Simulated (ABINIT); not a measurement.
Entries from a set of simulations; values are calculated unless marked as measured.

### Beyond one shot: PbSe (Clausthalite)

Symmetry: Fm-3m, No. 225, cubic system. Conventional cell: a = 6.121 Å, b = 6.121 Å, c = 6.121 Å, α = 90.00°, β = 90.00°, γ = 90.00°. Nearest to Pb lie 6 Se at 3.06 Å. Nearest to Se lie 6 Pb at 3.06 Å. Farther neighbours, and contacts between anions beyond the nearest, are not listed.

```yaml
method: RPA screening on PBE from quasiparticle energies and orbitals, plane waves, norm-conserving pseudopotentials (and 4 further levels or steps)
program: ABINIT 10.8.3
settings: cutoff 48 Ha, PseudoDojo scalar-relativistic 0.4 stringent, norm-conserving, ngkpt (4, 4, 4), nband 153, ecuteps 6 Ha, gwcalctyp 28, inclvkb 2, shiftk (0, 0, 0), symchi 1, awtr 1, frequency ppm, cycle 5, q points all but q = 0, 4×4×4 k-mesh
cost: 16 runs, 51 min in all on 4 MPI ranks of Intel Xeon 6975P-C (Granite Rapids), shared host
notes: The cell and positions come from the Crystallography Open Database and are kept as given unless a step says otherwise. Limits: no spin-orbit coupling. The 4×4×4 mesh is coarse for this cell, which bears on the long-range parts of exchange and screening. For the PBE start: The RPA ε∞ on this mesh reaches over 25; with a narrow direct gap a coarse mesh can overstate it, and the correction is then too small. For the PBE start: On this mesh the RPA ε∞ passes 90, more than nearly any semiconductor shows; a coarse mesh does this where one point with a narrow direct gap carries much weight. The screening is then too strong, and the G0W0 gap should not be taken as the material’s.
g0w0: 0.345 eV
qsgw_cycle_1: 0.358 eV
qsgw_cycle_2: 0.382 eV
qsgw_cycle_3: 0.417 eV
qsgw_cycle_4: 0.436 eV
qsgw_cycle_5: 0.442 eV
```

Only the bands that the input lists are updated; the higher empty ones keep the functional's energies. QSGW ends at 0.44 eV, +0.10 eV from G0W0, after 5 cycles that took 48 min beside the first screening; the last moved the gap by 0.006 eV.

[Long decimals in the printed logs are rounded to 6 places.]

[Logs are printed without paths, hosts, clocks, repeated set-up lines and the standing remarks that a program may print on its own settings, such as how far it seeks lower states.]

[Paths, hosts, dates, memory and timing lines, banners, echoed tables and standing remarks are left out of the program output; an Ansatz launch command may be rebuilt from the run's recorded settings. Measured values are a selection of at most five: reports struck by readers or far from the other reports are left out. None is set beside runs whose start may be inverted or whose files or cutoffs have a known fault.]

[Runs of the session that timed out or met a known fault of the program may be left out.]

[Hosts, paths, dates, database ids (printed as entryN), source tags and the programs' standing remarks are cut or masked in the printed files.]

[G0W0 gaps are taken among the corrected bands and points alone; a level outside them can change the order at an edge.]

[Where Ansatz stands beside ABINIT at settings called matched, ABINIT's density can come from a denser mesh and the files from another edition; pairs whose starting gaps differed by over 0.03 eV were left out, so agreement reads better than it is.]
